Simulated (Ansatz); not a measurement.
**Ga2STe monolayer in a perpendicular field**

Aim: how the Ga2STe monolayer screens a field along its normal, and what the field does to its bands. A positive field points along +c.

Method: plane-wave DFT, PBE-D3(BJ), Ansatz PAW, in Ansatz 0.2.0.

Report form: the programs' logs are mostly left out.

## 1. The starting structure

The cell holds 4 atoms: 1 Te, 2 Ga and 1 S. Cell: a = 3.845 Å, b = 3.845 Å, c = 39.951 Å, α = 90.0°, β = 90.0°, γ = 120.0°. Vacuum lies along c.

## 2. Relaxing the slab

The starting cell is a guess, so the in-plane lattice and the atoms are relaxed first, with the slab cut off from its images along the normal.

input.yaml reads:

```yaml
crystal:
  lattice:
    - [3.8454, 0.0, 0.0]
    - [-1.9227, 3.3302140877, 0.0]
    - [0.0, 0.0, 39.9507218109]
  atoms:
    - { symbol: Te, position: [0.3333333333, 0.6666666667, 0.4442973542] }
    - { symbol: Ga, position: [0.0, 0.0, 0.4795887596] }
    - { symbol: Ga, position: [0.0, 0.0, 0.5406640015] }
    - { symbol: S, position: [0.3333333333, 0.6666666667, 0.5557026458] }
  periodic: [true, true, false]
kpoints:
  mp_grid: { grid: [12, 12, 1] }
hamiltonian:
  xc: pbe
  dispersion: d3bj
scf:
  occupations: { method: fermi_dirac, width: 0.05 }
  convergence: { dr2_threshold: 1.0e-09 }
relax:
  f_tol: 0.004
  max_steps: 90
  cell: {}
output:
  write_potential: true
  write_density: true
  volumetric_format: npy
```

Run with:

```console
> ansatz run input.yaml --threads 2 --pin off --max-ram 3072MiB --backend cpu --events-out ev --progress --plain --runs-dir out
```

Elapsed: 3.2 min, on 2 threads of Arm Neoverse N1, shared host; peak memory 0.81 GiB; 6.1 min of CPU time.

Relaxation path:

```csv
step,energy less that of the first step (eV),largest force component (eV/Å),volume (Å³)
1,0.0000,1.6849,511.61
2,-0.3232,0.6253,515.25
3,-0.3328,0.4724,506.89
4,-0.3567,0.0532,512.79
5,-0.3569,0.0048,512.50
6,-0.3569,0.0003,512.48
7*,-0.3569,0.0003,512.48
```

Relaxation steps marked * repeat the geometry before them on a plane-wave basis chosen anew for their cell, so energy and pressure can jump there.

The run keeps the 6 symmetry operations that it works with, so distortions that break them were not tested.

```csv
cell as run,before,after,change
a (Å),3.845,3.849,+0.1 %
b (Å),3.845,3.849,+0.1 %
```

The atoms that moved most (Å, along periodic axes as changes of fractional coordinates times the final cell, across vacuum about the mean position):

```csv
atom,dx,dy,dz,length
S4,0.000,0.000,0.272,0.272
Ga2,0.000,0.000,-0.100,0.100
Ga3,0.000,0.000,-0.096,0.096
Te1,0.000,0.000,-0.076,0.076
```

Final coordinates:

```xyz
4
Lattice="3.8487 0.0000 0.0000 -1.9243 3.3330 0.0000 0.0000 0.0000 39.9507" Properties=species:S:1:pos:R:3
Te    0.0000    2.2220   17.6740
Ga    0.0000    0.0000   19.0595
Ga    0.0000    0.0000   21.5040
S     0.0000    2.2220   22.4731
```

The lattice constant a goes from 3.845 to 3.849 Å.

## 3. Single point, field 0

A sawtooth potential applies the field, turning back in the middle of the vacuum. With the dipole correction the typed value is the field outside the slab. The induced dipole is small, so the SCF threshold is tight.

The cell differs from the one that the last finished run ended in (c 39.951 → 22.799 Å).

input.yaml reads:

```yaml
crystal:
  lattice:
    - [3.8486723843, 0.0, 0.0]
    - [-1.9243361922, 3.3330480557, 0.0]
    - [0.0, 0.0, 22.7991505556]
  atoms:
    - { symbol: Te, position: [0.3333333333, 0.6666666667, 0.3947515491] }
    - { symbol: Ga, position: [0.0, 0.0, 0.4555219304] }
    - { symbol: Ga, position: [0.0, 0.0, 0.5627421812] }
    - { symbol: S, position: [0.3333333333, 0.6666666667, 0.6052484509] }
kpoints:
  mp_grid: { grid: [12, 12, 1] }
  band_path:
    path: [[0, 0, 0], [0.5, 0, 0], [0.33333333, 0.33333333, 0], [0, 0, 0]]
    npoints: 16
hamiltonian:
  xc: pbe
  dispersion: d3bj
scf:
  occupations: { method: fermi_dirac, width: 0.02585 }
  convergence: { dr2_threshold: 1.0e-10 }
efield:
  axis: 3
  dipole_correction: true
  ramp_position: 0.97
  ramp_width: 0.06
  amplitude: 0
output:
  dos: { projected: true, e_range: [-6, 5] }
  write_potential: true
  write_density: true
  volumetric_format: npy
  elf: true
```

The job ended after 31 s (2 threads; peak memory 0.6 GiB; 61 s of CPU time).

Numbers from this step:

```yaml
dipole_along_the_normal: -0.04252 e·Å
gap_along_the_path: 0.8937 eV
smallest_direct_gap_along_the_path: 0.8937 eV
step_between_the_vacuum_levels: 0.5998 eV
ionisation_energy_upper_face: 5.340 eV
electron_affinity_upper_face: 4.446 eV
ionisation_energy_lower_face: 4.740 eV
gap_the_smaller_of_path_and_mesh: 0.8937 eV
```

Running mean over a fixed 2.7 Å (it still follows the layers) of the planar mean; the ramp of the sawtooth is left out. Table of electron's electrostatic potential energy less the Fermi level by z:

z (Å), electron's electrostatic potential energy less the Fermi level (eV) and a bar from the least value:
```
      3.0       4.28 ############################
      3.5       4.28 ############################
      4.0       4.28 ############################
      4.5       4.28 ############################
      5.0       4.28 ############################
      5.5       4.27 ############################
      6.0       4.21 ############################
      6.5       3.98 ###########################
      7.0       3.13 ########################
      7.5       2.03 #####################
      8.0       1.10 ##################
      8.5      -0.65 ############
      9.0      -2.31 #######
      9.5      -3.29 ###
     10.0      -3.04 ####
     10.5      -2.68 #####
     11.0      -2.18 #######
     11.5      -1.85 ########
     12.0      -2.29 #######
     12.5      -3.31 ###
     13.0      -4.33 
     13.5      -4.21 
     14.0      -2.90 #####
     14.5      -0.97 ###########
     15.0       1.43 ###################
     15.5       3.45 #########################
     16.0       4.54 #############################
     16.5       4.81 ##############################
     17.0       4.87 ##############################
     17.5       4.88 ##############################
     18.0       4.88 ##############################
     18.5       4.88 ##############################
     19.0       4.88 ##############################
     19.5       4.88 ##############################
```

The density of states has structure finer than the step of the table below, so its rows give means over 0.2 eV, whole bins alone (the curve runs from -6 to 2.41 eV). Peaks (eV: height): -4.21: 4.99, -3.77: 4.35, -3.02: 7.97, -2.58: 5.97, -2.33: 10.6, 1.44: 5.07, 1.91: 5.00.

Table of density of states by energy, zero at the Fermi level of the run, which the smearing sets inside the gap; means over each step:

energy (eV), density of states (states/eV a cell) and a bar:
```
     -5.8        0.6 ####
     -5.6        0.6 ####
     -5.4        0.5 ###
     -5.2        0.5 ###
     -5.0        0.9 ######
     -4.8        1.1 #######
     -4.6        1.2 ########
     -4.4        1.9 ############
     -4.2        4.0 #########################
     -4.0        2.4 ###############
     -3.8        3.8 ########################
     -3.6        2.8 ##################
     -3.4        2.8 #################
     -3.2        2.1 #############
     -3.0        4.8 ##############################
     -2.8        2.8 ##################
     -2.6        3.3 ####################
     -2.4        3.3 ####################
     -2.2        3.1 ####################
     -2.0        2.3 ##############
     -1.8        2.0 ############
     -1.6        1.8 ###########
     -1.4        2.1 #############
     -1.2        1.8 ###########
     -1.0        0.8 #####
     -0.8        0.4 ###
     -0.6        0.3 ##
     -0.4        0.0 
     -0.2        0.0 
      0.0        0.0 
      0.2        0.0 
      0.4        0.0 
      0.6        0.1 #
      0.8        0.9 ######
      1.0        1.3 ########
      1.2        1.5 ##########
      1.4        3.5 ######################
      1.6        2.8 ##################
      1.8        2.7 #################
      2.0        3.6 #######################
      2.2        2.2 ##############
```

Projected DOS per atom over height of the atomic layer and energy from the Fermi level. Layers: Te Ga Ga S from below.

Values in states/eV, 22 rows by 4 columns, each cell a mean:
```
0.38 0.58 0.36 0.21
0.75 0.92 0.75 0.50
0.57 0.73 1.01 0.62
0.19 0.23 0.57 0.37
0.08 0.07 0.24 0.15
0.00 0.00 0.00 0.00
0.00 0.00 0.00 0.00
0.09 0.02 0.00 0.00
0.34 0.09 0.00 0.02
0.74 0.30 0.13 0.53
0.87 0.39 0.18 0.42
1.24 0.55 0.21 0.28
1.72 0.69 0.25 0.45
1.08 0.42 0.21 1.41
1.18 0.41 0.28 1.62
0.37 0.23 0.47 1.74
0.74 0.49 0.52 1.41
0.73 0.53 0.60 1.15
0.17 0.10 0.32 0.60
0.14 0.09 0.20 0.34
0.16 0.12 0.10 0.16
0.21 0.18 0.11 0.14
```
Columns: height of the atomic layer (Å) from 9 to 13.8 (not evenly spaced); rows upwards: energy from the Fermi level (eV) from -5.96 to 2.41.

Electronic bands along the path, in eV, zero at the Fermi level of the run, which the smearing sets inside the gap:

```csv
point,band 21,band 22,band 23,band 24,band 25,band 26,band 27,band 28
Γ,-2.64,-1.34,-0.46,-0.46,0.44,2.51,3.27,3.27
halfway,-3.20,-3.09,-1.41,-1.34,1.33,1.84,3.55,3.97
M,-3.64,-2.75,-2.39,-2.07,0.68,1.39,2.84,3.42
halfway,-3.78,-3.28,-2.55,-2.37,1.30,2.03,3.10,3.72
K,-4.33,-3.19,-2.71,-2.34,1.33,1.91,3.61,4.22
halfway,-3.68,-3.01,-2.32,-1.38,1.97,2.27,3.20,3.76
Γ,-2.64,-1.34,-0.46,-0.46,0.44,2.51,3.27,3.27
```

ELF in the ca plane at fractional y = 0.667, with atoms of Te and S within 0.2 Å of it. It is the smooth field of the valence electrons, not physical close to the nuclei.

Ten even steps from '0' (0.00) to '9' (0.93), each cell a mean:
```
00000000000000001123344323343322232110000000
00000000000000000001123223454322211000000000
00000000000000001234444333343222333210000000
00000000000000135776666643211235777764210000
00000000000001468865445652100257888987531000
00000000000013578752013552000268736999742000
00000000000013588751003452000368603999752100
00000000000012578852014552000268856998742000
00000000000001367875445652100247888987521000
00000000000000135676666543222234677653200000
```
Columns run along c (16.0 Å, from fractional 0.07 to 0.78 of the cell), rows up along a (3.8 Å). Atoms in or near the plane, at fractional coordinates: Te at (0.39, 0.33), S at (0.61, 0.33).

Electrostatic potential energy in the ca plane at fractional y = 0.667, with atoms of Te and S within 0.2 Å of it. With pseudopotentials it is smooth inside the atoms' cores, unlike the true potential.

Ten even steps from '0' (-22 eV) to '9' (4 eV), each cell a mean:
```
99999999988887778887767889999999999999999999
99999999999887678887667889999999999999999999
99999999988887778888777889999999999999999999
99999998764567888998877778999999999999999999
99999997413126889999873114899999999999999999
99999986279933799999850000699999999999999999
99999985299952799999830000599999999999999999
99999986269923799999850000699999999999999999
99999998511126889999874225899999999999999999
99999999865677788988877778999999999999999999
```
Columns run along c (16.0 Å, from fractional 0.23 to 0.93 of the cell; values clipped at the 3rd and 97th percentile), rows up along a (3.8 Å). Atoms in or near the plane, at fractional coordinates: Te at (0.39, 0.33), S at (0.61, 0.33).

Valence density in the ca plane at fractional y = 0.667, with atoms of Te and S within 0.2 Å of it. It is the smooth field of the valence electrons, not physical close to the nuclei.

Ten steps, logarithmic in the rise over the least value, from '0' (0 e/Å³) to '9' (15 e/Å³), each cell a mean:
```
00000000011111111111111110000000000000000000
00000000001111111111111100000000000000000000
00000000011111111001111110000000000000000000
00000001122222110000112221100000000000000000
00000001345532110000123443200000000000000000
00000012479853110000134444310000000000000000
00000012589963110000234234310000000000000000
00000012478853110000134444310000000000000000
00000001234432110000123333100000000000000000
00000000122222110001112221000000000000000000
```
Columns run along c (16.0 Å, from fractional 0.23 to 0.93 of the cell), rows up along a (3.8 Å). Atoms in or near the plane, at fractional coordinates: Te at (0.39, 0.33), S at (0.61, 0.33).

The gap is 0.89 eV, with the valence edge 5.34 eV and the conduction edge 4.45 eV under the upper vacuum level. Spin-orbit coupling, left out in this run, matters for the bands of elements this heavy.

## 4. Atoms held, field 0.1 V/Å

input.yaml: that of step 3 with these lines changed.

```diff
@@ -26,5 +26,4 @@
   ramp_width: 0.06
-  amplitude: 0
+  amplitude: 0.1
 output:
-  dos: { projected: true, e_range: [-6, 5] }
   write_potential: true
@@ -32,2 +31 @@
   volumetric_format: npy
-  elf: true
```

The job ended after 34 s (2 threads; peak memory 0.54 GiB).

The dipole is 0.00624 e·Å, 0.0488 e·Å from its value without field, and the gap 0.914 eV.

## 5. Atoms held, field -0.1 V/Å

input.yaml: that of step 4 with these lines changed.

```diff
@@ -26,3 +26,3 @@
   ramp_width: 0.06
-  amplitude: 0.1
+  amplitude: -0.1
 output:
```

The job ended after 33 s (2 threads; peak memory 0.55 GiB; 66 s of CPU time).

The dipole is -0.0912 e·Å, -0.0487 e·Å from its value without field, and the gap 0.873 eV.

## 6. Response, atoms held

This step: plane-wave DFT, PBE-D3(BJ), Ansatz PAW; response to a field along the normal, atoms held (Ansatz 0.2.0).

The dipoles give the slope, and the difference of two potentials shows where the field is screened.

Numbers from this step:

| Item | Value |
| --- | --- |
| equivalent conductor thickness p/(ε₀AE) | 6.875 Å |
| distance between the outer atoms | 4.799 Å |

Dipole of the cell against applied field:

```csv
applied field (V/Å),dipole of the cell (e·Å)
-0.1000,-0.0912
0.0000,-0.0425
0.1000,0.00624
```

Local field over the applied field, running mean. From the potentials at -0.1 and 0.1 V/Å; running mean over 2.5 Å. Table of local field over applied field by z:

z (Å), local field over applied field and a bar:
```
      4.5      0.997 ##############################
      5.0      0.991 ##############################
      5.5      0.976 #############################
      6.0      0.940 ############################
      6.5      0.862 ##########################
      7.0      0.727 #####################
      7.5      0.556 ################
      8.0      0.377 ##########
      8.5      0.211 #####
      9.0      0.090 #
      9.5      0.045 
     10.0      0.046 
     10.5      0.058 
     11.0      0.083 #
     11.5      0.106 ##
     12.0      0.097 ##
     12.5      0.083 #
     13.0      0.095 ##
     13.5      0.142 ###
     14.0      0.244 ######
     14.5      0.403 ###########
     15.0      0.580 #################
     15.5      0.745 ######################
     16.0      0.875 ##########################
     16.5      0.949 ############################
     17.0      0.981 #############################
     17.5      0.994 ##############################
     18.0      0.998 ##############################
     18.5      0.999 ##############################
```

Electrons, planar mean, per unit field. The induced electron density by z:

z (Å), induced electron density (e/Å³ per V/Å) and a bar from the least value:
```
     4.13    0.00001 ###############
     4.56    0.00002 ###############
     4.99    0.00004 ###############
     5.27    0.00007 ###############
     5.70    0.00017 ################
     6.13    0.00038 #################
     6.55    0.00081 ###################
     6.84    0.00131 #####################
     7.27    0.00242 ##########################
     7.69    0.00342 ##############################
     8.12    0.00273 ###########################
     8.41    0.00143 #####################
     8.83    0.00093 ###################
     9.26    0.00046 #################
     9.69    0.00002 ###############
     9.97   -0.00065 ############
    10.40   -0.00128 #########
    10.83   -0.00011 ###############
    11.26    0.00056 #################
    11.54    0.00013 ################
    11.97   -0.00055 #############
    12.40    0.00018 ################
    12.82    0.00114 ####################
    13.11    0.00019 ################
    13.54   -0.00085 ###########
    13.96   -0.00122 ##########
    14.39   -0.00264 ###
    14.68   -0.00341 
    15.10   -0.00277 ###
    15.53   -0.00152 ########
    15.96   -0.00071 ############
    16.24   -0.00041 #############
    16.67   -0.00017 ##############
    17.10   -0.00007 ###############
    17.53   -0.00003 ###############
    17.81   -0.00001 ###############
    18.24    0.00000 ###############
    18.67    0.00000 ###############
```

The smaller of the gaps on the path and on the k-mesh, counted as 0 under 0.03 eV. Table of gap by applied field:

```csv
applied field (V/Å),gap (eV)
-0.1000,0.873
0.0000,0.894
0.1000,0.914
```

By hand: between -0.1 and 0.1 V/Å the dipole changes by 0.09748 e·Å, a slope of 0.4874 e·Å²/V. A perfect conductor of thickness t has p = ε₀AEt, so t = 180.95 × 0.4874 / 12.828 = 6.88 Å (e/ε₀ = 180.95 V·Å, A in Å²).

The induced dipole is that of a conductor 6.88 Å thick.

## 7. What came out

```
gap without field                          : 0.894 eV
ionisation energy, upper face              : 5.34 eV
electron affinity, upper face              : 4.45 eV
step between the vacuum levels             : 0.600 eV
equivalent conductor thickness, atoms held : 6.88 Å
```

The induced dipole equals that of a perfect conductor 6.88 Å thick, while the outer atoms lie 4.80 Å apart; an out-of-plane ε follows only once a thickness t is chosen, by 1 − 1/ε = 6.88 Å / t. The two faces differ: the vacuum level above lies 0.60 eV higher than the one below. The gap goes from 0.89 eV to 0.87 eV at -0.1 V/Å. Semilocal functionals give gaps that are too small, and excitons are not included. Spin-orbit coupling is left out, which matters for the bands of elements this heavy.

[Logs are printed without paths, hosts, clocks, repeated set-up lines and the standing remarks that a program may print on its own settings, such as how far it seeks lower states.]

[Hosts, paths, dates, database ids (printed as entryN), source tags and the programs' standing remarks are cut or masked in the printed files.]

[Maps of the electrostatic potential energy from Ansatz leave out the sawtooth potential of an applied field or a dipole correction, so their vacuum need not be flat; planar profiles and work functions include it.]

[The density of states shown here was stored with 400 of the rows of the run's finer table, so its peaks can read low, often by over a quarter, or be missed, and its means over a window can be off by a tenth or more.]
